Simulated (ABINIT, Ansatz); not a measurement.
# Converging GW for KRb2GaF6 (Fm-3m) in ABINIT

Wanted: a converged G0W0 gap of KRb2GaF6 (Fm-3m), or an estimate of the limit.

Calculated with ABINIT 10.8.3; PBEsol and many-body steps on it, plane waves.

## Step 1: Starting point

It takes space group Fm-3m (No. 225, cubic). The conventional cell has a = 8.757 Å, b = 8.757 Å, c = 8.757 Å, α = 90.00°, β = 90.00°, γ = 90.00°. Nearest to K lie 6 F at 2.48 Å. Nearest to Rb lie 12 F at 3.11 Å. Nearest to Ga lie 6 F at 1.90 Å. Nearest to F lie 1 Ga at 1.90 Å and 1 K at 2.48 Å and 4 Rb at 3.11 Å. Farther neighbours and most contacts between anions are not listed.

The cell and positions are those that the Materials Project relaxed with its own functionals (PBE, PBE+U or r2SCAN), kept fixed.

## Step 2: Empty states on the mesh, 2×2×2 mesh, 600 bands

This step: ABINIT 10.8.3; DFT, PBEsol, plane waves, norm-conserving pseudopotentials.

The sums over transitions need many empty states on a uniform mesh; this step solves for them.

run.abi

```
acell 3*1.0 Angstrom
rprim 
  -0.000000000000 4.378547672900 4.378547672900
  4.378547672900 -0.000000000000 4.378547672900
  4.378547672900 4.378547672900 -0.000000000000
ntypat 4
znucl 19 37 31 9
natom 10
typat 1 2 2 3 4 4 4 4 4 4
xred 
  0.500000000000 0.500000000000 0.500000000000
  0.750000000000 0.750000000000 0.750000000000
  0.250000000000 0.250000000000 0.250000000000
  0.000000000000 0.000000000000 0.000000000000
  0.783440950000 0.216559050000 0.783440950000
  0.216559050000 0.216559050000 0.783440950000
  0.783440950000 0.783440950000 0.216559050000
  0.783440950000 0.216559050000 0.216559050000
  0.216559050000 0.783440950000 0.216559050000
  0.216559050000 0.783440950000 0.783440950000
pp_dirpath "pseudos"
pseudos "K.upf, Rb.upf, Ga.upf, F.upf"
ecut 45
ngkpt 2 2 2
nshiftk 1
shiftk 0 0 0
kptopt 1
chksymbreak 0
iscf -2
irdden 1
istwfk *1
nband 600
nbdbuf 54
tolwfr 1e-09
nstep 60
prtvol 0
indata_prefix "in"
outdata_prefix "out"
tmpdata_prefix "tmp"
```

Command:

```
$ OMP_NUM_THREADS=1 mpirun -n 8 abinit run.abi > log
```

Numbers of over 12 decimals in the logs are rounded to 6 here.

The log of the run:

```text
.Version 10.8.3 of ABINIT. v10.8.2 released Aug 2026.

 Symmetries : space group Fm -3 m (#225); Bravais cF (face-center cubic)
[... echo of the input left out ...]
== DATASET  1 ==================================================================
-   mpi_nproc: 8, omp_nthreads: 1 (-1 if OMP is not activated)
-    --> not optimal distribution: autoparal keyword recommended in input file <--

--- !DatasetInfo
iteration_state: {dtset: 1, }
dimensions: {natom: 10, nkpt: 3, mband: 600, nsppol: 1, nspinor: 1, nspden: 1, mpw: 16361, }
cutoff_energies: {ecut:  45.0, pawecutdg:  -1.0, }
[...]
4.54750    4.55090    4.56213    4.56231    4.56330    4.56459    4.56568    4.56618
   4.57122    4.57158    4.57287    4.57338    4.57544    4.57963    4.58118    4.61533
 prteigrs : prtvol=0 or 1, do not print more k-points.

== END DATASET(S) ==============================================================
================================================================================

 -outvars: echo values of variables after computation  --------
            nband         600
             nkpt           3
          spgroup         225
 [... the other variables as echoed above ...]

 Calculation completed.
```

The job ended after 37 min (8 MPI ranks of Arm Neoverse N1, shared host; peak memory 1.4 GiB; 5 h of CPU time).

Numbers from this step:

```
gap                                                           : 6.190 eV
k of the valence top                                          : 0, 0, 0
k of the conduction bottom                                    : 0, 0, 0
least direct gap                                              : 6.190 eV
k points computed                                             : 3
lowest point of the top converged band, above the valence top : 115.4721 eV
```

On this mesh the gap is 6.190 eV.

The density comes from a self-consistent run that is not shown.

## Step 3: Screening, 2×2×2 mesh, 107 bands, screening to 76.2 eV

The RPA dielectric matrix is built and inverted for each q.

This step: RPA screening on PBEsol, plane waves, norm-conserving pseudopotentials.

run.abi, as its differences from that of step 2:

```diff
@@ -28,10 +28,11 @@
 chksymbreak 0
-iscf -2
-irdden 1
 istwfk *1
-nband 600
-nbdbuf 54
-tolwfr 1e-09
-nstep 60
-prtvol 0
+occopt 1
+irdwfk 1
+optdriver 3
+nband 107
+ecuteps 2.8
+inclvkb 2
+awtr 1
+symchi 1
 indata_prefix "in"
```

The log of the run:

```text
.Version 10.8.3 of ABINIT. v10.8.2 released Aug 2026.

 Symmetries : space group Fm -3 m (#225); Bravais cF (face-center cubic)
[... echo of the input left out ...]
== DATASET  1 ==================================================================
-   mpi_nproc: 8, omp_nthreads: 1 (-1 if OMP is not activated)

--- !DatasetInfo
iteration_state: {dtset: 1, }
dimensions: {natom: 10, nkpt: 3, mband: 107, nsppol: 1, nspinor: 1, nspden: 1, mpw: 16361, }
cutoff_energies: {ecut:  45.0, pawecutdg:  -1.0, }
electrons: {nelect:   9.00000000E+01, charge:   0.00000000E+00, occopt:   1.00000000E+00, tsmear:   1.00000000E-02, }

 SCREENING: Calculation of the susceptibility and dielectric matrices

 Based on a program developped by R.W. Godby, V. Olevano, G. Onida, and L. Reining.
 Incorporated in ABINIT by V. Olevano, G.-M. Rignanese, and M. Torrent.
.Using double precision arithmetic ; gwpc =  8

[... cell and pseudopotentials left out ...]
--------------------------------------------------------------------------------

 ==== K-mesh for the wavefunctions ====
 Number of points in the irreducible wedge :     3
[... list of points left out ...]
 Together with 48 symmetry operations and time-reversal symmetry
 yields     8 points in the full Brillouin Zone.

 ==== Q-mesh for the screening function ====
 Number of points in the irreducible wedge :     3
[... list of points left out ...]
 Together with 48 symmetry operations and time-reversal symmetry
 yields     8 points in the full Brillouin Zone.

 setmesh: FFT mesh size selected  =    45x   45x   45
          total number of points  =        91125

 vcoul_init : cutoff-mode = AUXILIARY_FUNCTION
 q-points for optical limit:   1
     1)      0.000010    0.000020    0.000030

- screening: taking advantage of time-reversal symmetry
- Maximum band index for partially occupied states nbvw = 45
- Remaining bands to be divided among processors   nbcw = 62
- Number of bands treated by each node ~7

 Number of electrons calculated from density =   90.0000; Expected =   90.0000
 average of density, n =  0.079438
 r_s =    1.4431
 omega_plasma =   27.1874 [eV]

 calculating chi0 at frequencies [eV] :
  1    0.000000E+00    0.000000E+00
  2    0.000000E+00    2.718745E+01

--------------------------------------------------------------------------------
  q-point number  1        q = ( 0.000000, 0.000000, 0.000000) [r.l.u.]
--------------------------------------------------------------------------------
[... chi0 elements left out ...]
 For q-point:  0.000010 0.000020 0.000030
  dielectric constant =   2.0267
  dielectric constant without local fields =   2.2017

  Average fulfillment of the sum rule on Im[epsilon] for q-point    1 :     27.17  [%]
[... wings left out ...]
  q-point number  2        q = ( 0.500000, 0.000000, 0.000000) [r.l.u.]
--------------------------------------------------------------------------------
[... chi0 elements left out ...]
  Average fulfillment of the sum rule on Im[epsilon] for q-point    2 :     32.18  [%]

 [... 1 further q-points ...]
```

It took 91 s on 8 MPI ranks; peak memory 4.5 GiB.

This step gave:

```yaml
eps_infinity_with_local_fields_on_this_mesh_along_the_program_s_q_direction: 2.027
the_same_without_local_fields: 2.202
plasma_frequency: 27.19 eV
plane_waves_in_the_screening_matrix: 259
```

Local fields lower ε∞ by 8 %. On a Γ-centred mesh this coarse the value itself is usually too large, while a short band sum pulls it down.

## Step 4: 107 bands, 76.2 eV

The self-energy is evaluated for the states that the input lists, and the levels follow from it, in one-shot runs by the linearised quasiparticle equation.

This step: G0W0 on PBEsol, plane waves, norm-conserving pseudopotentials.

run.abi, as its differences from that of step 3:

```diff
@@ -31,8 +31,15 @@
 irdwfk 1
-optdriver 3
+optdriver 4
 nband 107
+gwcalctyp 0
+ecutsigx 45
+symsigma 1
+nkptgw 1
+kptgw 
+  0.0000000000 0.0000000000 0.0000000000
+bdgw 
+  43 48
 ecuteps 2.8
-inclvkb 2
-awtr 1
-symchi 1
+irdscr 1
+ppmodel 1
 indata_prefix "in"
```

The log of the run:

```text
.Version 10.8.3 of ABINIT. v10.8.2 released Aug 2026.

 Symmetries : space group Fm -3 m (#225); Bravais cF (face-center cubic)
[... echo of the input left out ...]
== DATASET  1 ==================================================================
-   mpi_nproc: 8, omp_nthreads: 1 (-1 if OMP is not activated)

--- !DatasetInfo
iteration_state: {dtset: 1, }
dimensions: {natom: 10, nkpt: 3, mband: 107, nsppol: 1, nspinor: 1, nspden: 1, mpw: 16361, }
cutoff_energies: {ecut:  45.0, pawecutdg:  -1.0, }
electrons: {nelect:   9.00000000E+01, charge:   0.00000000E+00, occopt:   1.00000000E+00, tsmear:   1.00000000E-02, }

 SIGMA: Calculation of the GW corrections

 Based on a program developped by R.W. Godby, V. Olevano, G. Onida, and L. Reining.
 Incorporated in ABINIT by V. Olevano, G.-M. Rignanese, and M. Torrent.
.Using double precision arithmetic ; gwpc =  8

[... cell and pseudopotentials left out ...]
--------------------------------------------------------------------------------

 ==== K-mesh for the wavefunctions ====
 Number of points in the irreducible wedge :     3
[... list of points left out ...]
 Together with 48 symmetry operations and time-reversal symmetry
 yields     8 points in the full Brillouin Zone.

 ==== Q-mesh for screening function ====
 Number of points in the irreducible wedge :     3
[... list of points left out ...]
 Together with 48 symmetry operations and time-reversal symmetry
 yields     8 points in the full Brillouin Zone.

 vcoul_init : cutoff-mode = AUXILIARY_FUNCTION
 q-points for optical limit:   1
     1)      0.000010    0.000020    0.000030
 setmesh: FFT mesh size selected  =    72x   72x   72
          total number of points  =       373248

 Number of electrons calculated from density =   90.0000; Expected =   90.0000
 average of density, n =  0.079438
 r_s =    1.4431
 omega_plasma =   27.1874 [eV]

 === KS Band Gaps ===
  >>>> For spin  1
   Minimum direct gap =   6.1897 [eV], located at k-point      :   0.0000  0.0000  0.0000
   Fundamental gap    =   6.1897 [eV], Top of valence bands at :   0.0000  0.0000  0.0000
                                       Bottom of conduction at :   0.0000  0.0000  0.0000
 SIGMA fundamental parameters:
 PLASMON POLE MODEL  1
 number of plane-waves for SigmaX                16361
 number of plane-waves for SigmaC and W            259
 number of plane-waves for wavefunctions         16361
 number of bands                                   107
 number of independent spin polarizations            1
 number of spinorial components                      1
 number of k-points in IBZ                           3
 number of q-points in IBZ                           3
 number of symmetry operations                      48
 number of k-points in BZ                            8
 number of q-points in BZ                            8
 number of frequencies for dSigma/dE                 9
 frequency step for dSigma/dE [eV]                0.25
 number of omega for Sigma on real axis              0
 max omega for Sigma on real axis  [eV]           0.00
 zcut for avoiding poles [eV]                     0.10

 EPSILON^-1 parameters (SCR file):
 dimension of the eps^-1 matrix on file            259
 dimension of the eps^-1 matrix used               259
 number of plane-waves for wavefunctions         16361
 number of bands                                   107
 number of q-points in IBZ                           3
 number of frequencies                               2
 number of real frequencies                          1
 number of imag frequencies                          1

 matrix elements of self-energy operator (all in [eV])

 Perturbative Calculation

--- !SelfEnergy_ee
iteration_state: {dtset: 1, }
kpoint     : [   0.000,    0.000,    0.000, ]
spin       : 1
KS_gap     :    6.190
QP_gap     :   10.227
Delta_QP_KS:    4.038
data: !SigmaeeData |
     Band     E0 <VxcDFT>   SigX SigC(E0)      Z dSigC/dE  Sig(E)    E-E0       E
       43  -0.821 -22.439 -29.922   5.061   0.813  -0.230 -24.407  -1.968  -2.789
       44  -0.821 -22.439 -29.922   5.061   0.813  -0.230 -24.407  -1.968  -2.789
       45  -0.821 -22.439 -29.922   5.061   0.813  -0.230 -24.407  -1.968  -2.789
       46   5.369 -10.808  -6.266  -2.238   0.898  -0.114  -8.739   2.069   7.438
       47   8.334  -8.349  -3.744  -2.127   0.907  -0.103  -6.102   2.248  10.581
       48   8.334  -8.349  -3.744  -2.127   0.907  -0.103  -6.102   2.248  10.581

== END DATASET(S) ==============================================================
================================================================================

 -outvars: echo values of variables after computation  --------
           etotal      0.0000000000E+00
            nband         107
             nkpt           3
          spgroup         225
 [... the other variables as echoed above ...]

 Calculation completed.
```

It took 16 s on 8 MPI ranks; peak memory 3.3 GiB.

Numbers from this step:

```yaml
g0w0_gap_on_the_points_computed: 10.23 eV
starting_gap_on_the_mesh: 6.190 eV
k_of_the_valence_top: 0, 0, 0
k_of_the_conduction_bottom: 0, 0, 0
z_at_the_valence_top: 0.813
z_at_the_conduction_bottom: 0.898
least_direct_g0w0_gap_on_the_computed_points: 10.23 eV
```

The gap on the mesh goes from 6.19 eV to 10.23 eV, a correction of +4.04 eV.

## Step 5: Screening, 2×2×2 mesh, 249 bands, screening to 141.5 eV

This step: RPA screening on PBEsol, plane waves, norm-conserving pseudopotentials.

run.abi, as its differences from that of step 4:

```diff
@@ -31,15 +31,8 @@
 irdwfk 1
-optdriver 4
-nband 107
-gwcalctyp 0
-ecutsigx 45
-symsigma 1
-nkptgw 1
-kptgw 
-  0.0000000000 0.0000000000 0.0000000000
-bdgw 
-  43 48
-ecuteps 2.8
-irdscr 1
-ppmodel 1
+optdriver 3
+nband 249
+ecuteps 5.2
+inclvkb 2
+awtr 1
+symchi 1
 indata_prefix "in"
```

The log of the run:

```text
.Version 10.8.3 of ABINIT. v10.8.2 released Aug 2026.

 Symmetries : space group Fm -3 m (#225); Bravais cF (face-center cubic)
[... echo of the input left out ...]
== DATASET  1 ==================================================================
-   mpi_nproc: 8, omp_nthreads: 1 (-1 if OMP is not activated)

--- !DatasetInfo
iteration_state: {dtset: 1, }
dimensions: {natom: 10, nkpt: 3, mband: 249, nsppol: 1, nspinor: 1, nspden: 1, mpw: 16361, }
cutoff_energies: {ecut:  45.0, pawecutdg:  -1.0, }
electrons: {nelect:   9.00000000E+01, charge:   0.00000000E+00, occopt:   1.00000000E+00, tsmear:   1.00000000E-02, }

 SCREENING: Calculation of the susceptibility and dielectric matrices

 Based on a program developped by R.W. Godby, V. Olevano, G. Onida, and L. Reining.
 Incorporated in ABINIT by V. Olevano, G.-M. Rignanese, and M. Torrent.
.Using double precision arithmetic ; gwpc =  8

[... cell and pseudopotentials left out ...]
--------------------------------------------------------------------------------

 ==== K-mesh for the wavefunctions ====
 Number of points in the irreducible wedge :     3
[... list of points left out ...]
 Together with 48 symmetry operations and time-reversal symmetry
 yields     8 points in the full Brillouin Zone.

 ==== Q-mesh for the screening function ====
 Number of points in the irreducible wedge :     3
[... list of points left out ...]
 Together with 48 symmetry operations and time-reversal symmetry
 yields     8 points in the full Brillouin Zone.

 setmesh: FFT mesh size selected  =    48x   48x   48
          total number of points  =       110592

 vcoul_init : cutoff-mode = AUXILIARY_FUNCTION
 q-points for optical limit:   1
     1)      0.000010    0.000020    0.000030

- screening: taking advantage of time-reversal symmetry
- Maximum band index for partially occupied states nbvw = 45
- Remaining bands to be divided among processors   nbcw = 204
- Number of bands treated by each node ~25

 Number of electrons calculated from density =   90.0000; Expected =   90.0000
 average of density, n =  0.079438
 r_s =    1.4431
 omega_plasma =   27.1874 [eV]

 calculating chi0 at frequencies [eV] :
  1    0.000000E+00    0.000000E+00
  2    0.000000E+00    2.718745E+01

--------------------------------------------------------------------------------
  q-point number  1        q = ( 0.000000, 0.000000, 0.000000) [r.l.u.]
--------------------------------------------------------------------------------
[... chi0 elements left out ...]
 For q-point:  0.000010 0.000020 0.000030
  dielectric constant =   2.0645
  dielectric constant without local fields =   2.2738

  Average fulfillment of the sum rule on Im[epsilon] for q-point    1 :     50.20  [%]
[... wings left out ...]
  q-point number  2        q = ( 0.500000, 0.000000, 0.000000) [r.l.u.]
--------------------------------------------------------------------------------
[... chi0 elements left out ...]
  Average fulfillment of the sum rule on Im[epsilon] for q-point    2 :     53.86  [%]

 [... 1 further q-points ...]
```

Elapsed: 5.1 min, on 8 MPI ranks; peak memory 5.8 GiB.

Numbers from this step:

* ε∞ with local fields, on this mesh, along the program's q direction: 2.064
* the same without local fields: 2.274
* plasma frequency: 27.19 eV
* plane waves in the screening matrix: 645

(Part 1 of 2 ends here.)

[Paths, hosts, dates, memory and timing lines, banners, echoed tables and standing remarks are left out of the program output.]

[Logs are printed without paths, hosts, clocks, repeated set-up lines and the standing remarks that a program may print on its own settings, such as how far it seeks lower states.]

[Runs of the session that timed out or met a known fault of the program may be left out.]

[No measured gap is set beside runs whose start may be inverted or whose files or cutoffs have a known fault.]

[Hosts, paths, dates, database ids (printed as entryN), source tags and the programs' standing remarks are cut or masked in the printed files.]

[G0W0 gaps are taken among the corrected bands and points alone; a level outside them can change the order at an edge.]

[Where Ansatz stands beside ABINIT at settings called matched, ABINIT's density can come from a denser mesh and the files from another edition; pairs whose starting gaps differed by over 0.03 eV were left out, so agreement reads better than it is.]
